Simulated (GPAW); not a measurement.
**TiTe2: optical spectrum from first principles**

Aim: the dielectric function of TiTe2, and the optical constants that follow from it.

Method: DFT, PBE, plane-wave PAW (GPAW data sets), scalar-relativistic, RPA, optical limit, in GPAW 26.7.0.

## Step 1: The structure

It takes space group P-3m1 (No. 164, trigonal). The conventional cell has a = 3.777 Å, b = 3.777 Å, c = 6.498 Å, α = 90.00°, β = 90.00°, γ = 120.00°. Te has 3 Ti at 2.77 Å nearest. Nearest to Ti lie 6 Te at 2.77 Å. Farther neighbours and most contacts between anions are not listed.

Coordinates:

```cif
data_structure
_symmetry_space_group_name_H-M 'P-3m1'
_symmetry_Int_Tables_number 164
_cell_length_a 3.7770
_cell_length_b 3.7770
_cell_length_c 6.4980
_cell_angle_alpha 90.000
_cell_angle_beta 90.000
_cell_angle_gamma 120.000
_cell_volume 80.28
loop_
_atom_site_label
_atom_site_type_symbol
_atom_site_symmetry_multiplicity
_atom_site_Wyckoff_symbol
_atom_site_fract_x
_atom_site_fract_y
_atom_site_fract_z
_atom_site_occupancy
Te1 Te 2 d 0.33333 0.66667 0.73720 1
Ti1 Ti 1 a 0.00000 0.00000 0.00000 1
```

## Step 2: Ground state

First the ground state: is it a metal or has it a gap?

This step: DFT, PBE, plane-wave PAW (GPAW data sets), scalar-relativistic, ground state (GPAW 26.7.0).

Contents of gs.py:

```python
from ase import Atoms
from ase.dft.bandgap import bandgap
from gpaw import GPAW, PW, FermiDirac

atoms = Atoms(['Te', 'Te', 'Ti'],
              cell=[[3.77700000, 0.00000000, 0.00000000],
                    [-1.88850000, 3.27097795, 0.00000000],
                    [0.00000000, 0.00000000, 6.49800000]],
              scaled_positions=[[0.33333333, 0.66666667, 0.73720000],
                                [0.66666667, 0.33333333, 0.26280000],
                                [0.00000000, 0.00000000, 0.00000000]],
              pbc=[True, True, True])
atoms.calc = GPAW(mode=PW(450), xc='PBE', kpts={'size': (7, 7, 4), 'gamma': True},
                  occupations=FermiDirac(0.05), maxiter=150, txt='gs.txt')
print('energy (eV)', atoms.get_potential_energy())
print('Fermi level (eV)', atoms.calc.get_fermi_level())
print('valence electrons', atoms.calc.get_number_of_electrons())
print('gap (eV)', bandgap(atoms.calc, output=None)[0])
print('direct gap (eV)', bandgap(atoms.calc, direct=True, output=None)[0])
atoms.calc.write('gs.gpw')
```

On the command line:

```sh
OMP_NUM_THREADS=1 python gs.py
```

Numbers of over 12 decimals in the logs are rounded to 6 here.

What it wrote:

```text
__  _  _
 | _ |_)|_||  |
 |__||  | ||/\| - 26.7.0

Versions:
  Python: 3.12.14
  ASE:    3.29.0
  Numpy:  2.5.5
  Scipy:  1.18.1
  Libxc:  7.0.0

Input parameters:
  mode=PW(ecut=450.000000),
  kpts=MonkhorstPack(size=(7, 7, 4), gamma=True),
  maxiter=150,
  occupations=Occupations(name='fermi-dirac', width=0.05, fixmagmom=False),
  xc=XC(name='PBE')

Diagonalizing LCAO Hamiltonian
Converting LCAO to pw mode

        Te

            Te

       Ti

Atoms  # Å, Bohr magnetons
|   | symbol |         x |        y |        z |    initial magnetic moments |
| 0 |     Te | -0.000000 | 2.180652 | 4.790326 | ( 0.0000,  0.0000,  0.0000) |
| 1 |     Te |  1.888500 | 1.090326 | 1.707674 | ( 0.0000,  0.0000,  0.0000) |
| 2 |     Ti |  0.000000 | 0.000000 | 0.000000 | ( 0.0000,  0.0000,  0.0000) |

Unit cell  # Å
| periodic |         x |        y |        z |  lengths |     angles |
|      yes |  3.777000 | 0.000000 | 0.000000 | 3.777000 |  90.000000 |
|      yes | -1.888500 | 3.270978 | 0.000000 | 3.777000 |  90.000000 |
|      yes |  0.000000 | 0.000000 | 6.498000 | 6.498000 | 120.000000 |

Number of symmetries: 12
Symmetry operations  # r_c * U_cc + t_c -> r_c
|    | kind |            matrix            |
|  0 |  σ   |  1, 1, 0,  0,-1, 0,  0, 0, 1 |
|  1 |  S6  |  1, 1, 0, -1, 0, 0,  0, 0,-1 |
|  2 |  E   |  1, 0, 0,  0, 1, 0,  0, 0, 1 |
|  3 |  C2  |  1, 0, 0, -1,-1, 0,  0, 0,-1 |
|  4 |  C2  |  0, 1, 0,  1, 0, 0,  0, 0,-1 |
|  5 |  C3  |  0, 1, 0, -1,-1, 0,  0, 0, 1 |
|  6 |  S6  |  0,-1, 0,  1, 1, 0,  0, 0,-1 |
|  7 |  σ   |  0,-1, 0, -1, 0, 0,  0, 0, 1 |
|  8 |  σ   | -1, 0, 0,  1, 1, 0,  0, 0, 1 |
|  9 |  i   | -1, 0, 0,  0,-1, 0,  0, 0,-1 |
| 10 |  C3  | -1,-1, 0,  1, 0, 0,  0, 0, 1 |
| 11 |  C2  | -1,-1, 0,  0, 1, 0,  0, 0,-1 |

BZ-sampling:
  Number of BZ points: 196
  Number of IBZ points: 28

  Monkhorst-Pack size: [7, 7, 4]
  Monkhorst-Pack shift: [0.0, 0.0, 0.125]

K-points  # in reciprocal-cell coordinates
|     |                                coordinates |     weight |
|   0 | (  0.00000000,   0.00000000,   0.00000000) | 0.00510204 |
|   1 | (  0.00000000,   0.00000000,   0.25000000) | 0.01020408 |
|   2 | (  0.00000000,   0.00000000,   0.50000000) | 0.00510204 |
|   3 | (  0.14285714,   0.00000000,  -0.25000000) | 0.03061224 |
|   4 | (  0.14285714,   0.00000000,   0.00000000) | 0.03061224 |
|   5 | (  0.14285714,   0.00000000,   0.25000000) | 0.03061224 |
|   6 | (  0.14285714,   0.00000000,   0.50000000) | 0.03061224 |
|   7 | (  0.28571429,  -0.14285714,   0.00000000) | 0.03061224 |
|   8 | (  0.28571429,  -0.14285714,   0.25000000) | 0.06122449 |
|   9 | (  0.28571429,  -0.14285714,   0.50000000) | 0.03061224 |
| ... |                                            |            |
|  27 | (  0.42857143,   0.42857143,   0.50000000) | 0.03061224 |

Plane wave coefficients: 1786
Cutoff: 450.000000 eV

Spin-components: 1 (collinear spins)
Bands:           19
Projectors:      16
Spin-degeneracy: 2
Datatype:        complex128

Parallelization:
  kpt:    1
  domain: 1
  band:   1

Density:
  Valence electrons: 24.0
  Components: 1
  Grid points: [20 20 32]
  Charge: 0.0  # |e|

Potential:
  Grid points: [20 20 32]

species:
  Te:
    name:    Tellurium
    id:
    Z:       52.0
    valence: 6
    core:    46
    charge:  0.0  # [|e|]
    compensation charges:
      type: gauss
      rc: 0.36  # [Å]
      lmax: 2
    cutoffs:
      filter: 2.09  # [Å]
      core: 3.17  # [Å]
    projectors
    | kind |    occ | energy [eV] | rcut [Å] |
    |   5s |  2.000 |     -15.089 |    1.180 |
    |   5p |  4.000 |      -5.955 |    1.196 |
    |    s |        |      12.123 |    1.180 |
    |    p |        |      21.256 |    1.196 |
    |    d |        |       0.000 |    1.238 |

    Using partial waves for Te as LCAO basis

  Ti:
    name:    Titanium
    id:
    Z:       22.0
    valence: 12
    core:    10
    charge:  0.0  # [|e|]
    compensation charges:
      type: gauss
      rc: 0.38  # [Å]
      lmax: 2
    cutoffs:
      filter: 2.23  # [Å]
      core: 1.02  # [Å]
    projectors
    | kind |    occ | energy [eV] | rcut [Å] |
    |   3s |  2.000 |     -62.623 |    1.270 |
    |   4s |  2.000 |      -4.466 |    1.270 |
    |   3p |  6.000 |     -38.862 |    1.058 |
    |   4p |  0.000 |      -1.466 |    1.058 |
    |   3d |  2.000 |      -4.258 |    1.058 |
    |    d |        |      22.953 |    1.058 |

    Using partial waves for Ti as LCAO basis

Reference energy: -392805.381149  # eV

eigensolver:
  PPCG
  Converge bands: occupied
  niter=2

density mixing:
  MSR1-Mixer
  Pratt-step length: 0.05
  Maximum mixing coefficient: 0.75
  Old densities: 10
  SVD Regularization: 0.005
  Good broyden scale: 1.0
  Trust region scale: 1.0
  Backstep threshold: 4.0
  History deletion threshold: 6.0
  Fourier metric: weight=20.0, sigma=0.015

occupation numbers:
  Fermi-Dirac:
    width: 0.0500  # eV

poisson solver:
  ecut: 3600.000000  # eV

xc functional:
  name: PBE with 2 nearest neighbor stencil

convergence criteria:
- Maximum [total energy] change in last 3 cyles: 0.0005 eV / valence electron
- Maximum integral of absolute [dens]ity change: 0.0001 electrons / valence electron
- Maximum integral of absolute [eigenst]ate change: 4e-08 eV^2 / valence electron
maximum number of iterations: 150

SCF iterations
|iter     |      energy | eigst |  dens |
|iter:   1||  -15.319295 | +0.00 |       |
|iter:   2||  -15.281461 | -2.19 | -1.23 |
|iter:   3||  -15.489375 | -1.28 | -1.27 |
|iter:   4||  -15.353414 | -1.57 | -1.19 |
|iter:   5||  -15.144628 | -2.16 | -1.29 |
|iter:   6||  -15.147882 | -2.87 | -1.92 |
|iter:   7||  -15.146125c| -3.75 | -2.41 |
|iter:   8||  -15.146092c| -4.62 | -3.02 |
|iter:   9||  -15.146092c| -6.28 | -3.79 |
|iter:  10||  -15.146091c| -7.37 | -4.38c|
|iter:  11||  -15.146091c| -7.80c| -5.07c|

Converged in 11 steps
SCF loop duration: 10.832 s (0.985 s/step)
Energy contributions relative to reference atoms: (reference = -392805.381149)

Energy contributions:
  Kinetic:          25.351365
  Coulomb:         -25.537103
  Zero:              0.269884
  External:          0.000000
  Xc:              -15.224898
  Entropy:          -0.010678
  Spinorbit:         0.000000
  ----------------------------
  Free energy:     -15.151430
  Extrapolated:    -15.146091

dipole moment: (-6.004331, -10.399806, -20.659859)  # |e|*Ang

Fermi level: 6.634
Eigenvalues  # (at kpt = [0.000, 0.000, 0.000])
| band index |      eig [eV] | occ [0-2] |
|          0 |       -50.816 |     2.000 |
|          1 |       -27.078 |     2.000 |
|          2 |       -27.078 |     2.000 |
|          3 |       -27.045 |     2.000 |
|          4 |        -5.732 |     2.000 |
|          5 |        -4.228 |     2.000 |
|          6 |         1.432 |     2.000 |
|          7 |         4.974 |     2.000 |
|          8 |         4.974 |     2.000 |
|          9 |         7.008 |     0.001 |
|         10 |         7.056 |     0.000 |
|         11 |         7.056 |     0.000 |
|         12 |         7.222 |     0.000 |
|         13 |         7.717 |     0.000 |
|         14 |         7.717 |     0.000 |
|         15 |         9.719 |     0.000 |
|         16 |         9.719 |     0.000 |
|        ... |               |           |
|         18 |        12.600 |     0.000 |

No gap
No difference between direct/indirect transitions

--- standard output ---
energy (eV) -15.146091
Fermi level (eV) 6.634265
valence electrons 24.0
gap (eV) 0.0
direct gap (eV) 0.0
```

It took 12 s on 1 thread of Arm Neoverse V2, shared host; peak memory 0.16 GiB.

Read-outs, printed or worked out from the files:

- energy: -15.15 eV
- Fermi energy: 6.634 eV
- electrons: 24

There are states at the Fermi level within the smearing, so the occupations stay smeared and the carriers get a Drude term.

## Step 3: Bands for the response

At the fixed density, many empty bands are solved on the mesh of the response, since the spectrum sums over them.

This step: DFT, PBE, plane-wave PAW (GPAW data sets), scalar-relativistic, bands at fixed density (GPAW 26.7.0).

Contents of nscf.py:

```python
from ase.dft.bandgap import bandgap
from gpaw import GPAW, FermiDirac

calc = GPAW('gs.gpw').fixed_density(kpts={'size': (14, 14, 8), 'gamma': True}, nbands=37, convergence={'bands': 31},
                                    occupations=FermiDirac(0.05), txt='nscf.txt')
print('gap (eV)', bandgap(calc, output=None)[0])
print('direct gap (eV)', bandgap(calc, direct=True, output=None)[0])
calc.write('full.gpw', mode='all')
```

On the command line:

```sh
OMP_NUM_THREADS=1 python nscf.py
```

What it wrote:

```text
Diagonalizing LCAO Hamiltonian
Converting LCAO to pw mode
convergence criteria:
- Maximum integral of absolute [eigenst]ate change: 4e-08 eV^2 / valence electron
maximum number of iterations: 150

SCF iterations
|iter     |      energy | eigst |  dens |
|iter:   1||             | +2.67 |       |
|iter:   2||             | +0.94 |       |
|iter:   3||             | -0.14 |       |
|iter:   4||             | -0.96 |       |
|iter:   5||             | -1.86 |       |
|iter:   6||             | -2.63 |       |
|iter:   7||             | -3.41 |       |
|iter:   8||             | -4.15 |       |
|iter:   9||             | -4.96 |       |
|iter:  10||             | -5.76 |       |
|iter:  11||             | -6.58 |       |
|iter:  12||             | -7.20 |       |
|iter:  13||             | -7.73c|       |
SCF steps: 13
  __  _  _
 | _ |_)|_||  |
 |__||  | ||/\| - 26.7.0

Versions:
  Python: 3.12.14
  ASE:    3.29.0
  Numpy:  2.5.5
  Scipy:  1.18.1
  Libxc:  7.0.0

Input parameters:
  mode=PW(ecut=450.000000),
  convergence={'bands': 31},
  gpts=array([20, 20, 32]),
  kpts=MonkhorstPack(size=(14, 14, 8), gamma=True),
  maxiter=150,
  nbands=37,
  occupations=Occupations(name='fermi-dirac', width=0.05, fixmagmom=False),
  parallel={},
  xc=XC(name='PBE')

--- standard output ---
gap (eV) 0.0
direct gap (eV) 0.0
```

Wall time 2.3 min (1 thread); peak memory 0.39 GiB.

(Continued in part 2 of 2.)

[Machine, clock and banner lines and Python warnings are left out of the logs.]

[Logs are printed without paths, hosts, clocks, repeated set-up lines and the standing remarks that a program may print on its own settings, such as how far it seeks lower states.]

[Hosts, paths, dates, database ids (printed as entryN), source tags and the programs' standing remarks are cut or masked in the printed files.]
